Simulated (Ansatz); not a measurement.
# Phonon transport in PbSe (Clausthalite, Fm-3m), part 2 of 3

Wanted: κ(T), lifetimes and mean free paths for PbSe (Clausthalite).

Experimental results on record:
- thermal conductivity 2 W/m/K near room temperature (given in “Combining the AFLOW GIBBS and Elastic Libraries to efficiently and robustly screen thermo-mechanical properties of solids”, 2017, arXiv:1611.05714)
- thermal conductivity 2 W/m/K near room temperature (given in “Predicting the lattice thermal conductivity of solids by solving the Boltzmann transport equation: AFLOW - AAPL an automated, accurate and efficient framework”, 2017, arXiv:1611.05481)

Ansatz 0.2.0; DFT r2SCAN, scalar-relativistic, plane waves, PAW; PAW set soft_1.

So far. Step 2 (Probe on a coarse mesh): The start is under 1.5 GPa at this level and looks like an insulator or semiconductor on this mesh. Step 4 (Tight relaxation): The residual pressure is -1.6e-5 GPa, small enough for phonons. The relaxed cell has a = 6.178 Å (conventional setting).

**5. Third-order constants and the Boltzmann equation**

Pairs of atoms inside the cutoff are displaced in a supercell, the forces give the cubic constants, and these give the three-phonon rates of the Boltzmann equation.

File input.yaml:

```yaml
crystal:
  lattice:
    - [0.0, 3.0888481604, 3.0888481604]
    - [3.0888481604, 0.0, 3.0888481604]
    - [3.0888481604, 3.0888481604, 0.0]
  atoms:
    - { symbol: Pb, position: [0.0, 0.0, 0.0] }
    - { symbol: Se, position: [0.5, 0.5, 0.5] }
kpoints:
  mp_grid: { grid: [6, 6, 6] }
hamiltonian:
  xc: r2scan
  pseudopotentials: { kind: paw, azcp: { folder: soft_1 } }
scf:
  occupations: { method: fixed }
  lower_state_search: "off"
output:
  eigenvalues: true
phonons:
  method: fd
  dielectric: true
  qmesh: [6, 6, 6]
  temperatures: { t_max: 1000, t_step: 50 }
  qpath:
    path:
      - [[0.0, 0.0, 0.0], [0.5, 0.0, 0.5], [0.5, 0.25, 0.75], [0.375, 0.375, 0.75], [0.0, 0.0, 0.0], [0.5, 0.5, 0.5], [0.625, 0.25, 0.625], [0.5, 0.25, 0.75], [0.5, 0.5, 0.5], [0.375, 0.375, 0.75]]
      - [[0.625, 0.25, 0.625], [0.5, 0.0, 0.5]]
    npoints: 10
  third_order: { supercell: [3, 3, 3], pair_cutoff: 4.518 }
  lattice_thermal_conductivity:
    qmesh: [17, 17, 17]
    temperatures: [100.0, 150.0, 200.0, 300.0, 400.0, 500.0, 600.0, 800.0]
    isotope_mass_variance:
      - { species: Pb, variance: 1.944e-05 }
      - { species: Se, variance: 0.0004628 }
```

Run with:

```bash
$ ansatz run input.yaml --threads 18 --pin off --max-ram 92160MiB --backend cuda --events-out ev --progress --plain --runs-dir out --max-vram 78GiB
```

Numbers of over 12 decimals in the logs are rounded to 6 here.

The program printed:

```text
Warning: phonons.dielectric: true without phonons.rigid_motions: the static dielectric tensor ε⁰ will be withheld (ε∞, Z* and the rows of modes are given); for a crystal or a slab, whose only rigid motions are the translations, set phonons.rigid_motions: translations
[...]
Crystal: 12 atoms, lattice volume = 353.648 Å³
Basis set: ecut = 500 eV, 8971 PW (Γ), FFT grids on a1, −a1+a2+a3, −a1+a3, exchange–correlation on 160×400×300 points (125 copies of the dense FFT grid, shifted against one another)
Bands: 108, of which v1, the nominal top of the filled ones, is band 90 counted from 1 (89 counted from 0)
Symmetry: 24 space group operations
k-points: 16 of 36
[...]
SCF iter   1: F=-104414.436865 eV  HF=-104414.436865 eV  |F-HF|=2.91e-11  |Δ(HF+E_count)|=         —  Δρ=9.93e-9  dr2=3.18e-13  dr2_τ=2.17e-14  ethr=1.00e-12  ⟨swp⟩=3.0  Hψ=4388  notcnv=0
[...]
SCF iter   2: F=-104414.436865 eV  HF=-104414.436865 eV  |F-HF|=8.73e-11  |Δ(HF+E_count)|=  2.91e-11  Δρ=1.10e-8  dr2=6.21e-13  dr2_τ=1.19e-14  ethr=1.00e-12  ⟨swp⟩=3.0  Hψ=4672  notcnv=0
SCF 1 converged in 2 iterations: F = -104414.436865 eV  dr2 = 6.21e-13
[...]
SCF iter   2: F=-104414.436865 eV  HF=-104414.436865 eV  |F-HF|=2.91e-11  |Δ(HF+E_count)|=  5.82e-11  Δρ=6.29e-9  dr2=1.09e-13  dr2_τ=3.41e-15  ethr=1.00e-12  ⟨swp⟩=3.8  Hψ=4734  notcnv=0
SCF 2 converged in 2 iterations: F = -104414.436865 eV  dr2 = 1.09e-13
[...]
Crystal: 2 atoms, lattice volume = 58.941 Å³
Basis set: ecut = 500 eV, 1459 PW (Γ), exchange–correlation on 128×128×128 points (64 copies of the dense FFT grid, shifted against one another)
Bands: 19, of which v1, the nominal top of the filled ones, is band 15 counted from 1 (14 counted from 0)
Symmetry: 48 space group operations
k-points: 30 of 216 (irreducible under 8 space group operations, time reversal used)
[...]
SCF iter   1: F=-17402.406144 eV  HF=-17402.406144 eV  |F-HF|=3.64e-12  |Δ(HF+E_count)|=         —  Δρ=1.43e-8  dr2=1.36e-13  dr2_τ=8.40e-15  ethr=6.03e-10  ⟨swp⟩=5.3  Hψ=5429  notcnv=0  defer=53
[...]
SCF 3 converged in 2 iterations: F = -17402.406144 eV  dr2 = 2.94e-13
[...]
symmetry images taken by strict's conditions (phonons.symmetry_images: auto; settled by no image being taken that strict refuses)
  supercell 10 (6 cells, vectors [1, 0, 0], [0, 1, 0], [0, 0, 6] in multiples of the cell's): 3 displaced members by 0.0025 Å; free energy -104414.436865 eV; taken off its force constants: by the sum rule 7.0e-5, by the symmetrisation 2.3e-5 eV/Å²; Γ matrix within 1.2e-4 eV/Å² of supercell 1's
[...]
q = [0.0000, 0.0000, 0.0000] (star 1, supercell 1; hermiticity 7.18e-17, symmetrization 2.22e-5): -0.00 -0.00 -0.00 14.68 14.68 14.68
[...]
joined force constants: q→R imaginary residual 1.26e-19
  density of states and harmonic sums: on the 18×18×18 q-mesh, interpolated from the force constants of a 6×6×6 supercell (with the dipole–dipole term)
  largest difference from the sums on the solved wave vectors: F 3.01e-3 eV, S 4.17e-6 and C_V 1.15e-6 eV/K
  zero-point energy: 0.029263 eV/cell   skipped modes (ω ≤ 0): 3   left out of the sums: 8.57e-5 of the cell's modes: C_V's classical limit lies that fraction below 3 k_B per atom; for a crystal, a wire or a layer, F and S can be off by more, and a phonons.interpolated_qmesh denser along its periods is the remedy for the sampling
--- Third-order force constants: 50 member SCFs in a 3×3×3 supercell (pair cutoff 4.518 Å, amplitude 0.03 Å, SCF threshold 1.00e-9 eV, Σ member SCF iterations 400) ---
[...]
sum-rule residual: 5.498e-1 → 1.644e-15 eV/Å³; symmetrization residual: 2.586e-3 eV/Å³; largest sum-rule correction relative to its orbit: 3.182e-1, on the orbit of the block of home site 1 with site 1 of cell (-1, 0, 0) and site 1 of cell (-1, 0, 0), whose norm before the correction was 5.263e-1 eV/Å³
--- Lattice thermal conductivity: 17×17×17 mesh (165 irreducible points), tetrahedron method ---
  three-phonon and isotope scattering only; four-phonon, boundary and, in a metal, phonon-electron scattering are left out
  each conductivity is what the modes' populations carry and what the coherences between them add
  conductivity (a third of the tensor's trace), W/(m K), in the relaxation-time approximation and from the full solution:
       T (K)   relaxation time   full solution  iterations             ending  least Ritz value
      100.00            2.8463          3.3988           7          converged          6.890e-1
      150.00            1.9790          2.3436           7          converged          6.895e-1
      200.00            1.5360          1.8089           7          converged          6.895e-1
      300.00            1.0898          1.2717           7          converged          6.893e-1
      400.00            0.8663          1.0028           7          converged          6.891e-1
      500.00            0.7320          0.8412           7          converged          6.890e-1
      600.00            0.6420          0.7330           7          converged          6.889e-1
      800.00            0.5282          0.5966           7          converged          6.888e-1
```

The job ended after 3.5 min (1 × NVIDIA GB200 with 18 threads of Arm Neoverse V2, shared host; peak memory 2.9 GiB).

Numbers from this step:

```
Γ frequencies                              : 0, 0, 0, 14.68, 14.68, 14.68 cm⁻¹ (negative: imaginary)
lowest frequency on the path               : 0 cm⁻¹
zero-point energy                          : 0.02926 eV/cell
point group                                : m-3m
highest frequency                          : 152.3 cm⁻¹
Debye temperature from the second moment   : 160 K
κ at 300 K (relaxation time)               : 1.09 W/m/K
κ at 300 K (full solution)                 : 1.272 W/m/K
dipole term                                : run
mean free path at half of κ                : 1.79 nm
share of κ above the three lowest branches : 0.505
third-order blocks                         : 350
periodic aliases dropped                   : 24
largest relative sum-rule correction       : 0.3182
displaced cells, third order               : 50
```

LO-TO term included. Phonon branches along the path, in cm⁻¹:

| point | branch 1 | branch 2 | branch 3 | branch 4 | branch 5 | branch 6 |
| --- | --- | --- | --- | --- | --- | --- |
| Γ | 0 | 0 | 0 | 15 | 15 | 142 |
| halfway | 29 | 29 | 60 | 60 | 73 | 129 |
| X | 32 | 32 | 44 | 61 | 61 | 72 |
| halfway | 38 | 45 | 52 | 69 | 75 | 108 |
| W | 44 | 44 | 66 | 74 | 74 | 125 |
| halfway | 42 | 45 | 66 | 76 | 84 | 124 |
| K | 42 | 45 | 66 | 76 | 99 | 120 |
| halfway | 34 | 42 | 66 | 78 | 112 | 145 |
| Γ | 0 | 0 | 0 | 15 | 15 | 142 |
| halfway | 36 | 36 | 64 | 103 | 103 | 152 |
| L | 50 | 50 | 100 | 121 | 121 | 144 |
| halfway | 48 | 48 | 86 | 108 | 115 | 135 |
| U | 42 | 45 | 66 | 76 | 99 | 120 |
| halfway | 42 | 45 | 66 | 76 | 84 | 124 |
| W | 44 | 44 | 66 | 74 | 74 | 125 |
| halfway | 47 | 48 | 82 | 105 | 110 | 133 |
| L | 50 | 50 | 100 | 121 | 121 | 144 |
| halfway | 48 | 48 | 86 | 108 | 115 | 135 |
| K | 42 | 45 | 66 | 76 | 99 | 120 |
| jump to U | 42 | 45 | 66 | 76 | 99 | 120 |
| halfway | 36 | 44 | 45 | 74 | 77 | 89 |
| X | 32 | 32 | 44 | 61 | 61 | 72 |

The phonon branches as a text plot (rows in cm⁻¹):

```
    149 |***                  ***   *****
    143 |                   **   ***     ***           ***
    136 |   *              *                *        **   **
    130 |    *            *                  *     **       *
    124 |     *      ****                 *   * ***     *    *
    117 |      *    *    * **          *** **  *      ** ***
    111 |                    *              **       *    *** *
    105 |                 *   *       *       *      *       *
     98 |          *    **               **    *       ***
     92 |                      *     *  *  * *      * *   * * **
     86 |              *   **          *    * * *  *       *
     79 |       *         *  *      *        *   * * *      ** *
     73 |    **  ***********    *             ***** *         ***
     67 |   *  *  ********  ***       *        *****         *  *
     60 |    *****  *         **                              *
     54 |  **                  *     *
     48 |  *    *  *** ******   *      *********** *************
     41 | *      ** ****** ***   *  *          *****         ****
     35 |       ****         ** *  *  *                        **
     29 |*   ***              ** *   *
     22 |* **                  **   *
     16 | *                     ****
     10 |*                       * *
      3 |                         *
         Γ       X    W  K        Γ      L     U  W     L   K|U X
```

W/m/K. Kappa, by row:

| T (K) | RTA xx | RTA yy | RTA zz | full xx | full yy | full zz | coherence part xx | coherence part yy | coherence part zz | ending | iterations | least Ritz value |
| --- | --- | --- | --- | --- | --- | --- | --- | --- | --- | --- | --- | --- |
| 100 | 2.846 | 2.846 | 2.846 | 3.399 | 3.399 | 3.399 | 0.07329 | 0.07329 | 0.07329 | converged | 7 | 0.689 |
| 150 | 1.979 | 1.979 | 1.979 | 2.344 | 2.344 | 2.344 | 0.09728 | 0.09728 | 0.09728 | converged | 7 | 0.689 |
| 200 | 1.536 | 1.536 | 1.536 | 1.809 | 1.809 | 1.809 | 0.1143 | 0.1143 | 0.1143 | converged | 7 | 0.689 |
| 300 | 1.09 | 1.09 | 1.09 | 1.272 | 1.272 | 1.272 | 0.1364 | 0.1364 | 0.1364 | converged | 7 | 0.689 |
| 400 | 0.8663 | 0.8663 | 0.8663 | 1.003 | 1.003 | 1.003 | 0.1496 | 0.1496 | 0.1496 | converged | 7 | 0.689 |
| 500 | 0.732 | 0.732 | 0.732 | 0.8412 | 0.8412 | 0.8412 | 0.1579 | 0.1579 | 0.1579 | converged | 7 | 0.689 |
| 600 | 0.642 | 0.642 | 0.642 | 0.733 | 0.733 | 0.733 | 0.1632 | 0.1632 | 0.1632 | converged | 7 | 0.689 |
| 800 | 0.5282 | 0.5282 | 0.5282 | 0.5966 | 0.5966 | 0.5966 | 0.1689 | 0.1689 | 0.1689 | converged | 7 | 0.689 |

The lattice thermal conductivity by temperature:

| temperature (K) | RTA xx (W/m/K) | full xx (W/m/K) |
| --- | --- | --- |
| 100 | 2.85 | 3.40 |
| 150 | 1.98 | 2.34 |
| 200 | 1.54 | 1.81 |
| 300 | 1.09 | 1.27 |
| 400 | 0.866 | 1.00 |
| 500 | 0.732 | 0.841 |
| 600 | 0.642 | 0.733 |
| 800 | 0.528 | 0.597 |

The modes has structure finer than the step of the table below, so its rows give means over 5 cm⁻¹, whole bins alone (the curve runs from -10 to 167 cm⁻¹). Peaks (cm⁻¹: height): Pb 45.6: 0.154, 73.4: 0.0299; Se 74.5: 0.0468, 86.8: 0.0381, 100.1: 0.0372, 115.7: 0.0542, 130.1: 0.0331.

Phonopy on the run's constants, 15x15x15 mesh, Gaussian sigma 2.0 cm⁻¹. Table of modes by wavenumber; means over each step; values in 1/cm⁻¹/cell:

| wavenumber (cm⁻¹) | Pb | Se |
| --- | --- | --- |
| -5 | 1.4e-5 | 4.3e-6 |
| 0 | 9.8e-5 | 3.8e-5 |
| 5 | 1.1e-4 | 1.7e-5 |
| 10 | 0.00124 | 1.5e-4 |
| 15 | 0.00270 | 3.8e-4 |
| 20 | 0.00597 | 6.8e-4 |
| 25 | 0.0104 | 0.00106 |
| 30 | 0.0247 | 0.00217 |
| 35 | 0.0558 | 0.00316 |
| 40 | 0.0915 | 0.00384 |
| 45 | 0.140 | 0.00285 |
| 50 | 0.0655 | 0.00246 |
| 55 | 0.00909 | 0.00405 |
| 60 | 0.0132 | 0.00981 |
| 65 | 0.0212 | 0.0211 |
| 70 | 0.0280 | 0.0338 |
| 75 | 0.0276 | 0.0452 |
| 80 | 0.0273 | 0.0335 |
| 85 | 0.0225 | 0.0309 |
| 90 | 0.0163 | 0.0284 |
| 95 | 0.00996 | 0.0249 |
| 100 | 0.00620 | 0.0351 |
| 105 | 0.00299 | 0.0319 |
| 110 | 0.00310 | 0.0434 |
| 115 | 0.00211 | 0.0515 |
| 120 | 0.00102 | 0.0361 |
| 125 | 6.4e-4 | 0.0243 |
| 130 | 8.4e-4 | 0.0319 |
| 135 | 0.00108 | 0.0304 |
| 140 | 0.00193 | 0.0289 |
| 145 | 0.00335 | 0.0240 |
| 150 | 0.00294 | 0.0129 |
| 155 | 2.6e-4 | 0.00104 |
| 160 | 4.0e-7 | 3.5e-6 |

Distinct triplets, nearest first. Third order norms, by row:

| sites | side 1 (Å) | side 2 (Å) | side 3 (Å) | norm of the 27 components (eV/Å³) |
| --- | --- | --- | --- | --- |
| Pb-Pb-Pb | 0 | 0 | 0 | 0 |
| Se-Se-Se | 0 | 0 | 0 | 0 |
| Pb-Se-Se | 0 | 3.09 | 3.09 | 5.554 |
| Pb-Se-Pb | 0 | 3.09 | 3.09 | 5.905 |
| Pb-Se-Se | 3.09 | 3.09 | 4.37 | 0.437 |
| Pb-Se-Pb | 3.09 | 3.09 | 4.37 | 0.635 |
| Pb-Pb-Pb | 0 | 4.37 | 4.37 | 0.91 |
| Pb-Pb-Pb | 4.37 | 4.37 | 4.37 | 0.094 |
| Se-Se-Se | 0 | 4.37 | 4.37 | 0.57 |
| Se-Se-Se | 4.37 | 4.37 | 4.37 | 0.052 |

Born charge (rows field, columns displacement) (e), principal values of the symmetric part by kind of site:

| atom | atoms with these values | low | middle | high | mean |
| --- | --- | --- | --- | --- | --- |
| Pb1 | 1 | 4.83 | 4.83 | 4.83 | 4.83 |
| Se2 | 1 | -4.83 | -4.83 | -4.83 | -4.83 |

In full for Se2:

```
-4.83  0.00  0.00
 0.00 -4.83  0.00
 0.00  0.00 -4.83
```

RTA, 300 K. Kappa by branch, by row:

| branch (by rank) | mean frequency (THz) | mean rms speed (km/s) | median lifetime (ps) | share of kappa |
| --- | --- | --- | --- | --- |
| 1 | 1.17 | 0.68 | 2.32 | 0.173 |
| 2 | 1.28 | 0.61 | 1.63 | 0.126 |
| 3 | 2.14 | 1.37 | 0.766 | 0.195 |
| 4 | 2.57 | 2.16 | 0.503 | 0.244 |
| 5 | 3.04 | 1.88 | 0.397 | 0.186 |
| 6 | 3.95 | 1.32 | 0.314 | 0.074 |

The spectral kappa at 300 K by frequency; read off at these points; values in W/m/K/THz:

| frequency (THz) | relaxation time (W/m/K/THz) | full solution (W/m/K/THz) |
| --- | --- | --- |
| 0.05 | 0 | 0 |
| 0.25 | 0.0987 | 0.107 |
| 0.35 | 0.164 | 0.183 |
| 0.55 | 0.362 | 0.416 |
| 0.65 | 0.254 | 0.290 |
| 0.85 | 0.357 | 0.422 |
| 0.95 | 0.219 | 0.269 |
| 1.05 | 0.443 | 0.551 |
| 1.15 | 0.314 | 0.397 |
| 1.25 | 0.298 | 0.384 |
| 1.45 | 0.152 | 0.192 |
| 1.65 | 0.290 | 0.348 |
| 1.75 | 0.196 | 0.23 |
| 1.95 | 0.298 | 0.347 |
| 2.05 | 0.142 | 0.173 |
| 2.25 | 0.395 | 0.433 |
| 2.35 | 0.446 | 0.481 |
| 2.55 | 0.567 | 0.603 |
| 2.65 | 0.333 | 0.369 |
| 2.85 | 0.523 | 0.606 |
| 2.95 | 0.35 | 0.428 |
| 3.15 | 0.270 | 0.371 |
| 3.35 | 0.113 | 0.171 |
| 3.45 | 0.0545 | 0.0872 |
| 3.65 | 0.0358 | 0.0569 |
| 3.75 | 0.0434 | 0.0637 |
| 3.95 | 0.0342 | 0.0448 |
| 4.05 | 0.0319 | 0.0404 |
| 4.25 | 0.0316 | 0.0391 |
| 4.35 | 0.0205 | 0.0274 |
| 4.55 | 0.00104 | 0.00155 |

Relaxation-time solution. The share of κ carried by shorter paths by mean free path:

| mean free path (nm) | 100 K | 300 K | 800 K |
| --- | --- | --- | --- |
| 0.316 | 0 | 0.011 | 0.092 |
| 0.464 | 0.001 | 0.026 | 0.238 |
| 0.681 | 0.004 | 0.06 | 0.513 |
| 1 | 0.012 | 0.137 | 0.702 |
| 1.47 | 0.026 | 0.319 | 0.796 |
| 2.15 | 0.054 | 0.611 | 0.849 |
| 3.16 | 0.137 | 0.737 | 0.88 |
| 4.64 | 0.311 | 0.819 | 0.903 |
| 6.81 | 0.584 | 0.858 | 0.95 |
| 10 | 0.712 | 0.887 | 0.967 |
| 14.7 | 0.799 | 0.918 | 0.979 |
| 21.5 | 0.839 | 0.958 | 1 |
| 31.6 | 0.875 | 0.973 | 1 |
| 46.4 | 0.907 | 0.993 | 1 |
| 68.1 | 0.954 | 1 | 1 |
| 100 | 0.971 | 1 | 1 |
| 147 | 0.992 | 1 | 1 |
| 215 | 1 | 1 | 1 |

[end of part 2 of 3]

[Logs are printed without paths, hosts, clocks, repeated set-up lines and the standing remarks that a program may print on its own settings, such as how far it seeks lower states.]

[Hosts, paths, dates, database ids (printed as entryN), source tags and the programs' standing remarks are cut or masked in the printed files.]

[A step with changed settings may run another functional than the one named; its input shows which.]
